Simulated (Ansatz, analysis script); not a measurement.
**CuSiO3: spin spirals and exchange**

Does a spiral lie below the collinear start of CuSiO3, and how stiff are the moments?

Program: Ansatz 0.2.0. Level of theory: PBEsol with U = 6 eV on Cu d (ortho-atomic projectors), PAW set soft_1 (files made for PBE). Results are calculated unless marked as measured.

## Step 1: The structure

It takes space group Pmma (No. 51, orthorhombic). Conventional cell: a = 8.958 Å, b = 2.860 Å, c = 4.918 Å, α = 90.00°, β = 90.00°, γ = 90.00°. Nearest to Si lie 4 O at 1.64 to 1.67 Å. Nearest to Cu lie 4 O at 1.93 Å. Nearest to O lie 1 Si at 1.64 Å and 2 Cu at 1.93 Å. O has 2 Si at 1.67 Å nearest. Farther neighbours and most contacts between anions are not listed.

The cell comes from the Materials Project, a database of computed structures, and the real compound, where it exists, may take another one.

The cell of this run holds 10 atoms, 2 of them with a starting moment; values «a cell» refer to the cell of the run in question.

## Step 2: Collinear start 1: ferro ++

The order that a run ends on hangs on its start, so several orders are typed and the lowest is carried on. The program's own search can turn an unstable start over.

Input file input.yaml:

```yaml
crystal:
  lattice:
    - [8.958139, 0.0, 0.0]
    - [0.0, 2.860253, 0.0]
    - [0.0, 0.0, 4.918236]
  atoms:
    - { symbol: Si, position: [0.75, 0.5, 0.877859] }
    - { symbol: Si, position: [0.25, 0.5, 0.122141] }
    - { symbol: Cu, position: [0.5, 0.0, 0.5], spin: 1.0 }
    - { symbol: Cu, position: [0.0, 0.0, 0.5], spin: 1.0 }
    - { symbol: O, position: [0.597254, 0.5, 0.695657] }
    - { symbol: O, position: [0.402746, 0.5, 0.304343] }
    - { symbol: O, position: [0.902746, 0.5, 0.695657] }
    - { symbol: O, position: [0.097254, 0.5, 0.304343] }
    - { symbol: O, position: [0.25, 0.0, 0.945232] }
    - { symbol: O, position: [0.75, 0.0, 0.054768] }
magnetization:
  spin_polarized: true
kpoints:
  mp_grid: { grid: [4, 10, 6] }
hamiltonian:
  xc: pbesol
  hubbard:
    projectors: ortho-atomic
    sites: [{ species: Cu, l: d, u_eff: 6.0 }]
  pseudopotentials: { kind: paw, azcp: { folder: soft_1 }, xc_functional: pbe }
scf:
  occupations: { method: fermi_dirac, width: 0.05 }
  max_iter: 120
  convergence: { dr2_threshold: 1.0e-08 }
output:
  write_density: true
  write_potential: true
  elf: true
  volumetric_format: npy
```

On the command line:

```bash
> ansatz run input.yaml --threads 2 --pin off --max-ram 5632MiB --backend cpu --events-out ev --progress --plain --runs-dir out
```

Numbers of over 12 decimals in the logs are rounded to 6 here.

The log of the run:

```text
Engine: ansatz 0.2.0, aarch64-unknown-linux-gnu
Pseudopotentials: kind: paw
Pseudopotential: Si, paw, valence charge 4, recommended cutoff 420 eV (normal), soft_1/Si.paw.azcp
Pseudopotential: Cu, paw, valence charge 19, recommended cutoff 420 eV (normal), soft_1/Cu.paw.azcp
Pseudopotential: O, paw, valence charge 6, recommended cutoff 420 eV (normal), soft_1/O.paw.azcp
Functional definition: PBEsol
  exchange = pbesol_x
  correlation = pbesol_c
Crystal: 10 atoms, lattice volume = 126.018 Å³
Basis set: ecut = 420 eV, 2493 PW (Γ)
Bands: 52, of which v1, the nominal top of the filled ones, is band 41 counted from 1 (40 counted from 0)
Symmetry: 8 space group operations
Space group: Pmma (ITA 51), of the structure as read, at distance tolerance 5.0e-5 Å
Magnetic group: BNS 51.289 (UNI 387), of the structure as read, at distance tolerance 5.0e-5 Å
k-points: 72 of 240
Non-local potential: Si, projectors of the file, l = 0: 2, l = 1: 2, l = 2: 1
Non-local potential: Cu, projectors of the file, l = 0: 3, l = 1: 2, l = 2: 3, l = 3: 1
Non-local potential: O, projectors of the file, l = 0: 2, l = 1: 2, l = 2: 1
PAW form: soft (Blöchl's): semilocal exchange-correlation on the pseudo side does not see the compensation charge
PAW frozen core: Si, regenerated for the run's functional, and the local potential with it (the file was generated under x = pbe(κ = 0.804, μ = 0.219515), c = pbe(β = 0.066725))
PAW frozen core: Cu, regenerated for the run's functional, and the local potential with it (the file was generated under x = pbe(κ = 0.804, μ = 0.219515), c = pbe(β = 0.066725))
PAW frozen core: O, regenerated for the run's functional, and the local potential with it (the file was generated under x = pbe(κ = 0.804, μ = 0.219515), c = pbe(β = 0.066725))
PAW one-centre angular grid: Si, 110 points (default); XC on 64 Gauss nodes
PAW one-centre angular grid: Cu, 590 points (default); XC on 64 Gauss nodes
PAW one-centre angular grid: O, 110 points (default); XC on 64 Gauss nodes
Initial density: superposition of atomic densities (chi_scale 0.1, normalization cell, long waves kept (reshape's long-wave potential 0.19 eV rms))
Starting moments: Σ|m| = 2 μB on 2 of 10 sites
Initial wavefunctions: pseudopotential atomic-orbital guess
Functional: x = pbesol(κ = 0.804, μ = 0.123457), c = pbesol(β = 0.046)
SCF iter   1: F=—  HF=-17789.503940 eV  |F-HF|=—  |Δ(HF+E_count)|=         —  Δρ=1.21e-1 (↑3.07e-2 ↓1.21e-1)  dr2=1.93e1  dr2_m=4.10e0  M=0.389 μB ∫|m|=0.431 μB  β_m=0.30  ethr=3.10e-3  ⟨swp⟩=6.7  Hψ=31463  notcnv=0  defer=29
preconditioner: auto → Kerker (q_TF=auto, 2.540 Å⁻¹)  [metal: Δε(μ)=0.013 eV  Ē_g=15.116 eV  σ=0.050 eV  W_gap=0.07  n_scr=26 (ndim 8)  ℏωp=26.9 eV  f_vac=0.065  D(μ)=4.39/eV (n_scr^D=26)]
spin=Collinear: Kerker preconditioning applied to the charge; magnetization (m = ρ↑ − ρ↓) channel mixes plain (no charge-response kernel on spin).
SCF iter   2: F=—  HF=-17786.665930 eV  |F-HF|=—  |Δ(HF+E_count)|=    2.84e0  Δρ=5.19e-2 (↑3.39e-2 ↓5.19e-2)  dr2=5.02e0  dr2_m=1.33e0  M=0.717 μB ∫|m|=0.765 μB  β_m=0.30  ethr=3.10e-3  ⟨swp⟩=2.9  Hψ=15976  notcnv=0  defer=528
SCF iter   3: F=—  HF=-17786.023012 eV  |F-HF|=—  |Δ(HF+E_count)|=   6.43e-1  Δρ=2.48e-2 (↑2.46e-2 ↓2.48e-2)  dr2=1.83e0  dr2_m=3.75e-1  M=1.050 μB ∫|m|=1.099 μB  β_m=0.30  ethr=3.10e-3  ⟨swp⟩=3.1  Hψ=13416  notcnv=0  defer=514
SCF iter   4: F=—  HF=-17786.080928 eV  |F-HF|=—  |Δ(HF+E_count)|=   5.79e-2  Δρ=1.91e-2 (↑1.46e-2 ↓1.91e-2)  dr2=5.07e-1  dr2_m=1.32e-1  M=1.576 μB ∫|m|=1.633 μB  β_m=1.00  ethr=2.23e-3  ⟨swp⟩=3.0  Hψ=12741  notcnv=0  defer=510
SCF iter   5: F=—  HF=-17786.403000 eV  |F-HF|=—  |Δ(HF+E_count)|=   3.22e-1  Δρ=1.80e-2 (↑7.82e-3 ↓1.80e-2)  dr2=2.60e-1  dr2_m=1.45e-1  M=1.967 μB ∫|m|=2.065 μB  β_m=1.00  ethr=6.19e-4  ⟨swp⟩=3.1  Hψ=13470  notcnv=0  defer=516
SCF iter   6: F=—  HF=-17786.579098 eV  |F-HF|=—  |Δ(HF+E_count)|=   1.76e-1  Δρ=8.02e-3 (↑4.11e-3 ↓8.02e-3)  dr2=1.65e-1  dr2_m=8.99e-3  M=1.999 μB ∫|m|=2.116 μB  β_m=1.00  ethr=3.17e-4  ⟨swp⟩=2.0  Hψ=7970  notcnv=0  defer=516
SCF iter   7: F=—  HF=-17786.751093 eV  |F-HF|=—  |Δ(HF+E_count)|=   1.72e-1  Δρ=9.79e-3 (↑5.70e-3 ↓9.79e-3)  dr2=1.49e-1  dr2_m=6.04e-3  M=1.999 μB ∫|m|=2.117 μB  β_m=0.30  ethr=2.01e-4  ⟨swp⟩=2.8  Hψ=13374  notcnv=0  defer=508
Mixer restart at iter 7: flushing history
spin-set hold released at iteration 7 (site moments contracting): the magnetisation degrees of freedom join the quasi-Newton model from the next iteration; the mixer history was flushed
SCF iter   8: F=—  HF=-17786.839568 eV  |F-HF|=—  |Δ(HF+E_count)|=   8.85e-2  Δρ=2.52e-3 (↑2.52e-3 ↓1.86e-3)  dr2=9.30e-3  dr2_m=2.67e-3  M=2.000 μB ∫|m|=2.127 μB  β_m=0.52  ethr=1.82e-4  ⟨swp⟩=2.0  Hψ=11632  notcnv=0  defer=496
SCF iter   9: F=—  HF=-17786.960076 eV  |F-HF|=—  |Δ(HF+E_count)|=   1.21e-1  Δρ=4.29e-3 (↑2.44e-3 ↓4.29e-3)  dr2=1.62e-2  dr2_m=1.08e-2  M=2.000 μB ∫|m|=2.134 μB  β_m=0.76  ethr=1.13e-5  ⟨swp⟩=2.0  Hψ=13244  notcnv=0  defer=496
[...]
SCF iter  11: F=—  HF=-17787.041013 eV  |F-HF|=—  |Δ(HF+E_count)|=   1.27e-2  Δρ=1.29e-3 (↑6.27e-4 ↓1.29e-3)  dr2=5.25e-3  dr2_m=3.02e-4  M=2.000 μB ∫|m|=2.136 μB  β_m=0.79  ethr=1.13e-5  ⟨swp⟩=2.0  Hψ=14818  notcnv=0  defer=503
SCF iter  12: F=—  HF=-17787.040119 eV  |F-HF|=—  |Δ(HF+E_count)|=   8.94e-4  Δρ=2.88e-4 (↑2.72e-4 ↓2.88e-4)  dr2=6.37e-4  dr2_m=7.79e-6  M=2.000 μB ∫|m|=2.134 μB  β_m=0.89  ethr=6.40e-6  ⟨swp⟩=2.3  Hψ=11389  notcnv=0  defer=503
SCF iter  13: F=—  HF=-17787.040216 eV  |F-HF|=—  |Δ(HF+E_count)|=   9.68e-5  Δρ=2.49e-4 (↑8.86e-5 ↓2.49e-4)  dr2=9.58e-5  dr2_m=1.43e-5  M=2.000 μB ∫|m|=2.134 μB  β_m=0.89  ethr=7.77e-7  ⟨swp⟩=2.0  Hψ=10847  notcnv=0  defer=503
SCF iter  14: F=—  HF=-17787.040230 eV  |F-HF|=—  |Δ(HF+E_count)|=   1.48e-5  Δρ=5.81e-5 (↑4.83e-5 ↓5.81e-5)  dr2=1.81e-5  dr2_m=1.96e-7  M=2.000 μB ∫|m|=2.134 μB  β_m=0.95  ethr=1.17e-7  ⟨swp⟩=2.1  Hψ=11178  notcnv=0  defer=503
SCF iter  15: F=—  HF=-17787.040236 eV  |F-HF|=—  |Δ(HF+E_count)|=   5.95e-6  Δρ=3.85e-5 (↑3.85e-5 ↓3.79e-5)  dr2=7.12e-6  dr2_m=1.84e-8  M=2.000 μB ∫|m|=2.134 μB  β_m=0.92  ethr=2.21e-8  ⟨swp⟩=2.0  Hψ=11335  notcnv=0  defer=503
SCF iter  16: F=—  HF=-17787.040236 eV  |F-HF|=—  |Δ(HF+E_count)|=   6.48e-7  Δρ=2.09e-5 (↑8.85e-6 ↓2.09e-5)  dr2=6.29e-7  dr2_m=9.96e-8  M=2.000 μB ∫|m|=2.134 μB  β_m=0.90  ethr=8.69e-9  ⟨swp⟩=2.0  Hψ=11496  notcnv=0  defer=503
SCF iter  17: F=—  HF=-17787.040236 eV  |F-HF|=—  |Δ(HF+E_count)|=   3.52e-7  Δρ=1.13e-5 (↑5.44e-6 ↓1.13e-5)  dr2=3.72e-7  dr2_m=1.38e-8  M=2.000 μB ∫|m|=2.134 μB  β_m=0.95  ethr=7.67e-10  ⟨swp⟩=2.1  Hψ=10371  notcnv=0  defer=503
SCF iter  18: F=—  HF=-17787.040236 eV  |F-HF|=—  |Δ(HF+E_count)|=   4.12e-8  Δρ=4.05e-6 (↑2.03e-6 ↓4.05e-6)  dr2=4.90e-8  dr2_m=1.89e-9  M=2.000 μB ∫|m|=2.134 μB  β_m=0.97  ethr=4.54e-10  ⟨swp⟩=2.0  Hψ=10512  notcnv=0  defer=503
SCF iter  19: F=—  HF=-17787.040236 eV  |F-HF|=—  |Δ(HF+E_count)|=   9.92e-9  Δρ=1.18e-6 (↑7.67e-7 ↓1.18e-6)  dr2=1.01e-8  dr2_m=1.52e-10  M=2.000 μB ∫|m|=2.134 μB  β_m=0.99  ethr=5.98e-11  ⟨swp⟩=2.0  Hψ=11379  notcnv=0  defer=503
SCF iter  20: F=-17787.040236 eV  HF=-17787.040236 eV  |F-HF|=4.55e-10  |Δ(HF+E_count)|=   2.00e-9  Δρ=8.04e-7 (↑5.43e-7 ↓8.04e-7)  dr2=2.73e-9  dr2_m=9.34e-11  M=2.000 μB ∫|m|=2.134 μB  ethr=1.22e-11  ⟨swp⟩=11.5  Hψ=23098  notcnv=0
SCF 1 converged in 20 iterations: F = -17787.040236 eV  dr2 = 2.73e-9
  greatest PAW one-centre occupation: 1.000 electrons in one spin orbital (limit 2), on the Cu atom at site 3 (counted from 0), in its partial waves of l = 0
SCF converged after 20 iterations
Magnetization: 2.0000 μB (42.0000 up, 40.0000 down)
Absolute magnetization: 2.1043 μB (∫|ρ↑−ρ↓|, with the PAW one-centre terms)
Spin contamination: 0.0018 ħ² per cell (⟨S²⟩ above its minimum at these occupations)
Per-site moments (μB) at R_I (Å): [(0.00470857, 0.674701), (0.00470857, 0.674701), (0.684215, 0.796699), (0.684215, 0.796699), (0.117341, 0.674701), (0.117341, 0.674701), (0.117341, 0.674701), (0.117341, 0.674701), (0.018280, 0.690528), (0.018280, 0.690528)]
Free energy (F): -17787.040236 eV
Harris-Foulkes:  -17787.040236 eV  (|F-HF|=4.55e-10)
Internal energy: -17787.040236 eV  (E = F + TS)
E sigma→0 (E₀):  -17787.040236 eV
Entropy (-TS):   -0.000000 eV (-0.000 meV/atom)
Fermi energy:    5.937014 eV
--- Per-component energies (eV) ---
  E_band       = -1291.258060
  E_kinetic    = 1616.591812
  E_local      = -15787.421839  (includes V_loc(G=0)·N_el)
  E_nonlocal   = 2136.878192
  E_hartree    = 6665.158483
  E_xc         = -670.644629
  E_vxc        = -814.331070  (∫ρ·V_xc dr)
  E_hubbard    = 1.682072  (on-site DFT+U / exact-exchange correction)
  E_vhub       = -52.603727  (the Hubbard potential's part of the band-sum identity)
  E_paw        = -5485.002545  (= ΣΔE_a)
  E_vpaw       = -1720.694711  (= ΣTr[D̂ρ^β])
  E_aug_tail   = 0.007062  (compensation charges beyond the density's cutoff)
  E_ewald      = -6264.976098
  E_core_change = 0.687254  (= ΣΔE_core)
  E_smearing   = -0.000000  (= −TS)
  E_closure    = -0.000000  (closes the sum)
  Σ components = -17787.040236   (vs F -17787.040236, Δ=0.00e0)
--- Band table (eV; the first three rows and the last of 144) ---
  k-point 0 ↑: bands = [... 37 lower, 3.2315, 3.2695, 4.3675, 5.0086, 5.2484, 8.5367, 10.2131, 11.6119, ... 7 higher]
  k-point 1 ↑: bands = [... 37 lower, 3.2383, 3.4498, 4.4082, 5.0047, 5.2436, 8.8555, 10.3592, 11.6511, ... 7 higher]
  k-point 2 ↑: bands = [... 37 lower, 3.2521, 3.7024, 4.5024, 4.9968, 5.2333, 9.6707, 10.7125, 11.5539, ... 7 higher]
  k-point 71 ↓: bands = [... 37 lower, 3.3617, 4.2948, 4.2948, 6.8317, 6.8317, 12.5832, 12.5832, 12.8212, ... 7 higher]
Occupation matrices written to <dir>
```

Run time: 61 s. Hardware: 2 threads of Arm Neoverse V1, shared host; peak memory 0.95 GiB; 2 min of CPU time.

It ends ferromagnetic, with 0.684 μB on the largest site.

## Step 3: Collinear start 2: antiferro +-

A self-consistent run from these starting moments shows which magnetic state they lead to.

input.yaml, as its differences from that of step 2:

```diff
@@ -9,3 +9,3 @@
     - { symbol: Cu, position: [0.5, 0.0, 0.5], spin: 1.0 }
-    - { symbol: Cu, position: [0.0, 0.0, 0.5], spin: 1.0 }
+    - { symbol: Cu, position: [0.0, 0.0, 0.5], spin: -1.0 }
     - { symbol: O, position: [0.597254, 0.5, 0.695657] }
@@ -30,6 +30 @@
   convergence: { dr2_threshold: 1.0e-08 }
-output:
-  write_density: true
-  write_potential: true
-  elf: true
-  volumetric_format: npy
```

The log of the run:

```text
[...]
Crystal: 10 atoms, lattice volume = 126.018 Å³
Basis set: ecut = 420 eV, 2493 PW (Γ)
Bands: 52, of which v1, the nominal top of the filled ones, is band 41 counted from 1 (40 counted from 0)
Symmetry: 4 space group operations
[...]
k-points: 84 of 240
[...]
Starting moments: Σ|m| = 2 μB on 2 of 10 sites
[...]
Free energy (F): -17787.044601 eV
[...]
Internal energy: -17787.044601 eV  (E = F + TS)
E sigma→0 (E₀):  -17787.044601 eV
Entropy (-TS):   -0.000000 eV (-0.000 meV/atom)
Fermi energy:    5.931421 eV
[...]
Occupation matrices written to <dir>
[key lines of the parts left out:]
SCF converged after 20 iterations
Magnetization: -0.0000 μB (41.0000 up, 41.0000 down)
```

Elapsed: 64 s, on 2 threads; peak memory 1.1 GiB.

It ends antiferromagnetic, with 0.682 μB on the largest site.

## Step 4: Which start is lowest

```
 typed order  atoms        final state  energy (meV/atom)  largest moment (μB)
    ferro ++     10      ferromagnetic               0.44                 0.68
antiferro +-     10  antiferromagnetic               0.00                 0.68
```

The session goes on from the lowest state with moments found, typed antiferro +-.

Spin moment in the atom's sphere by atom:

| atom | spin moment in the atom's sphere (μB) |
| --- | --- |
| Si1 | 0.000 |
| Si2 | 0.000 |
| Cu3 | 0.682 |
| Cu4 | -0.682 |
| O5 | 0.115 |
| O6 | 0.115 |
| O7 | -0.115 |
| O8 | -0.115 |
| O9 | 0.000 |
| O10 | 0.000 |

Tables count atoms from 1; parts of the log count from 0.

Each spiral starts from these moments, tilted 90° from the rotation axis z (a flat spiral), with their directions locked in the turning frame; energies are taken at the locked directions, corrected for the field of the lock. Spin–orbit coupling is switched off, so the energy does not depend on how the axis lies in the crystal. The folder named start holds the saved collinear state, from which each run begins.

The runs on spinors take the mesh 4×8×8.

## Step 5: q = (0, 0, 0)

The reference is the same input at q = 0, so that basis and exchange-correlation form match those at other q. Every q is chosen so that q/2 is a mesh vector: every spiral then samples the k-points of q = 0, and much mesh noise cancels.

input.yaml, the sections that differ from step 3:

```yaml
crystal:
  lattice:
    - [8.958139, 0.0, 0.0]
    - [0.0, 2.860253, 0.0]
    - [0.0, 0.0, 4.918236]
  atoms:
    - { symbol: Si, position: [0.75, 0.5, 0.877859] }
    - { symbol: Si, position: [0.25, 0.5, 0.122141] }
    - { symbol: Cu, position: [0.5, 0.0, 0.5], spin: 0.68, spin_axis: [1.0, 0.0, 0.0] }
    - { symbol: Cu, position: [0.0, 0.0, 0.5], spin: 0.68, spin_axis: [-1.0, 0.0, 0.0] }
    - { symbol: O, position: [0.597254, 0.5, 0.695657] }
    - { symbol: O, position: [0.402746, 0.5, 0.304343] }
    - { symbol: O, position: [0.902746, 0.5, 0.695657] }
    - { symbol: O, position: [0.097254, 0.5, 0.304343] }
    - { symbol: O, position: [0.25, 0.0, 0.945232] }
    - { symbol: O, position: [0.75, 0.0, 0.054768] }
kpoints:
  mp_grid: { grid: [4, 8, 8] }
basis:
  ecutwfc: 420.0
magnetization:
  noncollinear: true
  spin_spiral: { q: [0.0, 0.0, 0.0] }
  spin_locking: { lock_directions: true }
checkpoint:
  read: start
# hamiltonian, scf: as in step 3
```

The log of the run:

```text
Warning: magnetization.spin_spiral: disabling space-group detection — beside a Hubbard shell, its report or a lock it is not worked out which of the operations that keep the spiral keep those too, and one that does not would average them into another order's, and files of the run's orbitals state none, so no spatial operation reduces the k-mesh or symmetrises the density; of a planar spiral with no Hubbard correction or report and no files of its own orbitals, on a mesh that holds points beside their negatives, k and −k, whose spinors are each other's conjugates with the components exchanged, are solved as one point, and the moment along z is held at nought; [rest of the remark cut]
Warning: checkpoint.read: spin treatment differs: saved collinear, current noncollinear; the saved charge density seeds this run and the saved magnetisation is carried along the axis that this deck's starting moments share; the saved density holds an absolute magnetisation of 2.1e0 μB; saved orbitals are not carried; the saved PAW projector densities are carried along that axis; the saved DFT+U occupations are carried along that axis
Warning: checkpoint.read: magnetization.spin_spiral differs: saved none, current q = [0, 0, 0]; the saved state is no spin spiral's: the SCF starts from none of its orbitals and from its density, each atom's moment turned about z as a whole to its place on this deck's spiral. A spiral's own state at q: [0, 0, 0] serves better
[...]
Crystal: 10 atoms, lattice volume = 126.018 Å³
Basis set: ecut = 420 eV, 2493 PW (Γ)
Bands: 102, of which v1, the nominal top of the filled ones, is band 82 counted from 1 (81 counted from 0)
Symmetry: 1 space group operations
k-points: 256
Spin spiral: q = (0, 0, 0) of the reciprocal vectors; moments are told in the frame that turns with it, a site's in that at the site
[...]
Starting moments: Σ|m| = 1.36 μB on 2 of 10 sites; this step starts from the density that it was given
[...]
iter 1 solved again at ethr=3.30e-7 eV; its pass at ethr=3.10e-3 eV (dr2=2.70e-4 eV) is discarded
SCF iter   1: F=-17787.044524 eV  HF=-17787.044524 eV  |F-HF|=1.38e-8  |Δ(HF+E_count)|=         —  Δρ=3.53e-6  dr2=4.57e-9  dr2_m=4.97e-10  ethr=3.30e-7  |M|=3.42e-8 ∫|m|=2.10e0 μB  |m|>n=0.0e0 m-floor=0.0e0 τ_xc=4.3e-9 mc-row=0.0e0  β_m=0.30  ⟨swp⟩=3.4  Hψ=179140  notcnv=0
eigensolver tolerance schedule: the retry pair's looser diagonalisation over-reported the residual by 59077.41 of it (diagonalisation noise at an unbounded share of the residual, at the tolerance the schedule requests for it); recorded, not acted on — ethr = c·dr2/N_el stays at c = 1.0e-1
[...]
spin=Noncollinear: Resta preconditioning applied to the charge; magnetization (m_x, m_y, m_z) channels mix plain (no charge-response kernel on spin).
SCF iter   2: F=-17787.044524 eV  HF=-17787.044524 eV  |F-HF|=6.81e-9  |Δ(HF+E_count)|=   7.99e-8  Δρ=2.56e-6  dr2=2.76e-9  dr2_m=2.49e-10  ethr=5.58e-12  |M|=1.36e-9 ∫|m|=2.10e0 μB  |m|>n=0.0e0 m-floor=0.0e0 τ_xc=2.0e-10 mc-row=0.0e0  ⟨swp⟩=4.4  Hψ=82108  notcnv=0
SCF 1 converged in 2 iterations: F = -17787.044524 eV  dr2 = 2.76e-9
[...]
SCF converged after 2 iterations
Stability not checked: this state was not tested for a lower state beside it, because a magnetisation constraint still acts at the end of the SCF (magnetization_constraint; see scf.lower_state_search)
Magnetization: |M| = 0.0000 μB,  M = (-0.0000, +0.0000, -0.0000) μB
Absolute magnetization: 2.0726 μB (∫|m|, with the PAW one-centre terms)
  site 0: m = (-0.0000, -0.0000, -0.0000) μB, |m| = 0.0000 μB  (R = 0.67 Å)
  site 1: m = (-0.0000, +0.0000, +0.0000) μB, |m| = 0.0000 μB  (R = 0.67 Å)
  site 2: m = (+0.6824, +0.0000, +0.0000) μB, |m| = 0.6824 μB  (R = 0.80 Å)
  site 3: m = (-0.6824, -0.0000, -0.0000) μB, |m| = 0.6824 μB  (R = 0.80 Å)
  site 4: m = (+0.1154, +0.0000, +0.0000) μB, |m| = 0.1154 μB  (R = 0.67 Å)
  site 5: m = (+0.1154, +0.0000, -0.0000) μB, |m| = 0.1154 μB  (R = 0.67 Å)
  site 6: m = (-0.1154, -0.0000, -0.0000) μB, |m| = 0.1154 μB  (R = 0.67 Å)
  site 7: m = (-0.1154, -0.0000, -0.0000) μB, |m| = 0.1154 μB  (R = 0.67 Å)
  site 8: m = (+0.0000, -0.0000, -0.0000) μB, |m| = 0.0000 μB  (R = 0.69 Å)
  site 9: m = (+0.0000, +0.0000, +0.0000) μB, |m| = 0.0000 μB  (R = 0.69 Å)
--- Magnetisation constraints (ε_frz = 1.0e-4 eV) ---
  site  kind           target                            achieved (μB)             |Δ|max (μB)  g (eV/μB)                     λ_eff  esc  ok   flags
  2     per_site_axis  ê (+1.000, +0.000, +0.000) ≥0.00  (+0.682, +0.000, +0.000)  3.29e-10     (+0.0e0, +6.6e-10, +3.8e-10)  1.000  0    yes
  3     per_site_axis  ê (-1.000, +0.000, +0.000) ≥0.00  (-0.682, -0.000, -0.000)  6.45e-10     (+0.0e0, -2.3e-10, -1.3e-9)   1.000  0    yes
Free energy (F): -17787.044524 eV
[...]
Internal energy: -17787.044524 eV  (E = F + TS)
E sigma→0 (E₀):  -17787.044524 eV
Entropy (-TS):   -0.000000 eV (-0.000 meV/atom)
Fermi energy:    5.936520 eV
[...]
```

The job ended after 5.7 min (2 threads; peak memory 5.1 GiB).

The largest moment is 0.682 μB, against 0.682 μB in the collinear run.

(Part 1 of 2 ends here.)

[Logs and program files are shortened in this print: banners, set-up blocks, solver, clock and traceback lines can be left out without a mark of their own.]

[Logs are printed without paths, hosts, clocks, repeated set-up lines and the standing remarks that a program may print on its own settings, such as how far it seeks lower states.]

[Hosts, paths, dates, database ids (printed as entryN), source tags and the programs' standing remarks are cut or masked in the printed files.]
